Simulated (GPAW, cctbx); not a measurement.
# How far are the atoms of CaPb2 from free atoms?

Question: by how much does bonding change the X-ray structure factors of CaPb2, and what does a routine refinement make of it?

The cell comes from substitution in a known structure type and wasn't matched to any measured phase. All numbers below are calculated.

### 1. Relax the structure

The density hangs on the geometry, so cell and atoms are relaxed first, with the symmetry held. The cutoff is set higher than for the density because stress converges slowly with plane waves.

Settings: GPAW 26.7.0, PBE, 570 eV, 4×4×4 k-points, Fermi–Dirac width 0.1 eV, BFGS to 0.03 eV/Å.

```text
cell
1.0
     0.000000000    4.701500000    4.701500000
     4.701500000    0.000000000    4.701500000
     4.701500000    4.701500000    0.000000000
Pb Ca
4 2
Direct
0.625000000 0.125000000 0.125000000
0.125000000 0.625000000 0.125000000
0.125000000 0.125000000 0.625000000
0.125000000 0.125000000 0.125000000
0.750000000 0.750000000 0.750000000
0.500000000 0.500000000 0.500000000
```

```console
$ OMP_NUM_THREADS=1 mpirun -n 4 gpaw python run.py > gpaw.log
```

```text
BFGS:    0      -20.600387        0.152805
BFGS:    1      -20.601364        0.145610
BFGS:    2      -20.609677        0.006402
cell  6.5978 6.5978 6.5978  60.00 60.00 60.00
volume 203.083 A^3, largest force 0.000 eV/A, largest stress 0.03 GPa
```

After 2 steps the volume has changed by -2.3 % and the energy by -0.009 eV; the largest stress left is 0.03 GPa. It took 51 s on 4 cores of Arm Neoverse V2 (shared host), peak memory 1.2 GiB.

Relaxed structure: Fd-3m (no. 227, origin choice 1), a = 9.3306 Å, b = 9.3306 Å, c = 9.3306 Å, α = 90.00°, β = 90.00°, γ = 90.00°.

```
atom  mult.    x    y    z
 Pb1     16  5/8  7/8  7/8
 Ca1      8  1/4  3/4  3/4
```

### 2. The all-electron density

X-rays see the whole electron density, so the PAW density is rebuilt with its core regions. Subtracting spherical free atoms from the same code cancels the cores and leaves the deformation density Δρ, the part due to bonding.

Settings: PBE, 450 eV, 5×5×5 k-points, Fermi–Dirac width 0.1 eV; primitive cell of 6 atoms.

```console
$ OMP_NUM_THREADS=1 mpirun -n 4 gpaw python run.py > gpaw.log
```

```text
|iter:   1|       0s |  -20.677923 | +0.20 |       |
|iter:   2|       1s |  -21.032566 | -0.54 | -1.47 |
|iter:   3|       2s |  -21.076095 | -1.11 | -1.53 |
...
|iter:  15|      16s |  -21.128706c| -6.89 | -5.60c|
|iter:  16|      18s |  -21.128706c| -7.21 | -5.80c|
|iter:  17|      19s |  -21.128706c| -7.51c| -6.37c|
```

```text
grid (70, 70, 70)  electrons 368.000  moved by bonding 0.921 e
deformation density beyond 0.5 A of the nuclei: max 0.055, min -0.025 e/A^3
atom        x       y       z   Voronoi charge  moment
Pb1    0.1250  0.6250  0.6250     -0.110       0.00
Pb2    0.6250  0.1250  0.6250     -0.110       0.00
Pb3    0.6250  0.6250  0.1250     -0.110       0.00
Pb4    0.6250  0.6250  0.6250     -0.110       0.00
Ca5    0.2500  0.2500  0.2500      0.220       0.00
Ca6    0.0000  0.0000  0.0000      0.222       0.00
mean inner potential of superposed free atoms 16.784 V
total magnetic moment 0.000 muB
```

Deformation density in a plane through the shortest contact of the Pb atom at the origin, in 0.01 e/Å³ (clipped at ±99); x from -1.6 to 4.9 Å, y from 2.4 down to -2.4 Å:

```text
 -1  -1   0   1   1   0  -2  -1  -1  -2   0   1   1   0  -1  -1
  0   0   0   1   1   1  -1  -2  -2  -1   1   1   1   0   0   0
  0   1   1   1   1   1   1   0   0   1   1   1   1   1   1   0
  1   1   1   1   1   1   1   1   1   1   1   1   1   1   1   1
  1   1   0  -2  -2  -2   0   0   0   0  -2  -2  -2   0   1   1
  2   1  -2  -1   .  -1  -1   1   1  -1  -1   .  -1  -2   1   2
  1   0  -1   .   .  -1  -2   1   1  -2  -1   .   .  -1   0   1
  1   0  -2  -1   .  -1   0   1   1   0  -1   .  -1  -2   0   1
  1   0  -1  -2  -2  -2   1   1   1   1  -2  -2  -2  -1   0   1
  0   1   1   1   1   1   1   1   1   1   1   1   1   1   1   0
  0   0   1   1   1   1   1   0   0   1   1   1   1   1   0   0
 -2  -2   1   1   1   1   0   0   0   0   1   1   1   1  -2  -2
 -2   0  -1   1   1   0  -1  -1  -1  -1   0   1   1  -1   0  -2
```

Atoms in or within 0.15 Å of the plane: Pb (0.0, 0.0), Pb (3.3, 0.0) Å. Dots mark points within about 0.45 Å of a nucleus; large values next to them are atomic features.

Pb gains most (-0.11 e) and Ca loses most (+0.22 e), as electronegativity suggests. Along the shortest contact from the Pb atom at the map's origin, Pb–Pb at 3.30 Å, Δρ is +0.01 e/Å³ at the midpoint: little piles up between the atoms. Point values carry grid noise of about 0.01 e/Å³. The run needed 17 iterations, 25 s.

### 3. From the density to structure factors

The Fourier components of Δρ, added to those of the free atoms, give the static X-ray structure factors; the Mott–Bethe relation turns them into the Fourier components V of the potential that fast electrons feel.

```text
static structure factors of the conventional cell: F in electrons, V (Mott-Bethe) in volts
   h  k  l      d  |F| table  |F| free   |F| DFT   change   |V| free  |V| DFT  change %
   1  1  1  5.3870   525.594   524.608   525.266    0.658     2.989    2.881     -3.6
   0  2  2  3.2989   125.417   125.556   125.234   -0.322     2.115    2.135      0.9
   1  3  1  2.8133   655.297   655.022   655.099    0.076     5.096    5.093     -0.1
   2  2  2  2.6935  1131.366  1130.815  1129.674   -1.141     7.417    7.464      0.6
   0  4  0  2.3327   982.592   982.195   980.357   -1.838     5.213    5.270      1.1
   1  3  3  2.1406   458.811   458.650   457.993   -0.656     2.177    2.194      0.8
   2  4  2  1.9046   101.100   101.131   101.467    0.336     1.205    1.198     -0.6
   3  3  3  1.7957   575.807   575.752   575.993    0.241     3.518    3.514     -0.1
   1  5  1  1.7957   575.807   575.752   575.922    0.170     3.518    3.515     -0.1
   0  4  4  1.6494  1076.686  1076.596  1076.832    0.236     6.070    6.066     -0.1
   1  5  3  1.5772   419.731   419.587   419.648    0.061     1.730    1.729     -0.0
   2  4  4  1.5551     0.000     0.000     0.019    0.019     0.000    0.000        -
   0  6  2  1.4753    86.589    86.693    86.694    0.001     0.900    0.900     -0.0
   3  5  3  1.4229   524.066   524.024   524.129    0.105     2.800    2.799     -0.0
```

The largest X-ray change is -1.84 e on 040, 0.2 % of |F|. For electrons V goes as (Z − F)/g², so a change of F counts against Z − F, which is small at low angle and wherever the atoms' terms cancel: |V| of 111 moves by -3.6 % (2.99 to 2.88 V) against +0.1 % in |F|. The tabulated Hartree–Fock atoms differ from the free DFT atoms by up to 0.99 e, so the choice of reference atom matters too.

### 4. What a spherical-atom refinement makes of it

Routine crystallography fits spherical atoms. To see the bias, intensities are simulated from tabulated atoms plus the DFT change ΔF, so that bonding alone can misfit (12782 reflections of the full sphere, merged to the counts below, to 0.4 Å, 1 % proportional noise plus counting noise, assumed isotropic U as listed, Δρ smeared by the mean U) and refined with cctbx over different ranges.

```csv
range,data,R1,GooF,U Pb1 (true 0.0049),U Ca1 (true 0.0082),largest shift (Å),"Δρ max, min (e/Å³)"
all data,363,0.0019,0.93,0.0049,0.0082,0.0000,"0.23, -0.34"
"low resolution, d > 0.84",50,0.0019,1.14,0.0049,0.0084,0.0000,"0.17, -0.13"
"high order, d < 0.75",296,0.0019,0.89,0.0049,0.0082,0.0000,"0.24, -0.31"
"occupancies free, d > 0.7",80,0.0017,0.99,0.0049,0.0085,0.0000,"0.14, -0.11"
```

With all data GooF is 0.93, so at this noise the bonding hardly shows; the top residual peak, near noise level, lies 1.65 Å from Pb and 1.65 Å from Pb, between them. No U is off by more than 3 s.u. at low resolution. Symmetry fixes every coordinate, so the shifts are zero by construction. With Pb1 held at 1 and the scale free, the other occupancies refine to Ca1 1.002(0.003), within three s.u. of full.

### 5. Answer

Bonding moves 0.92 e in the primitive cell of CaPb2 and changes the structure factors of the conventional cell in the table above by at most 1.84 e (040, 0.2 %), and among reflections above 2 % of the strongest by up to 0.3 % (242). The shortest bond, Pb–Pb, has Δρ = +0.01 e/Å³ at its midpoint. With all data GooF is 0.93, so at this noise the bonding hardly shows. Limits: static density, frozen cores, no spin–orbit coupling.

[Outputs are excerpts: Python notices, other lines and further rows are left out; steps that failed or that the build refused (PBEsol, TPSS) are not shown.]

[Logs are printed without paths, hosts, clocks, repeated set-up lines and the standing remarks that a program may print on its own settings, such as how far it seeks lower states.]
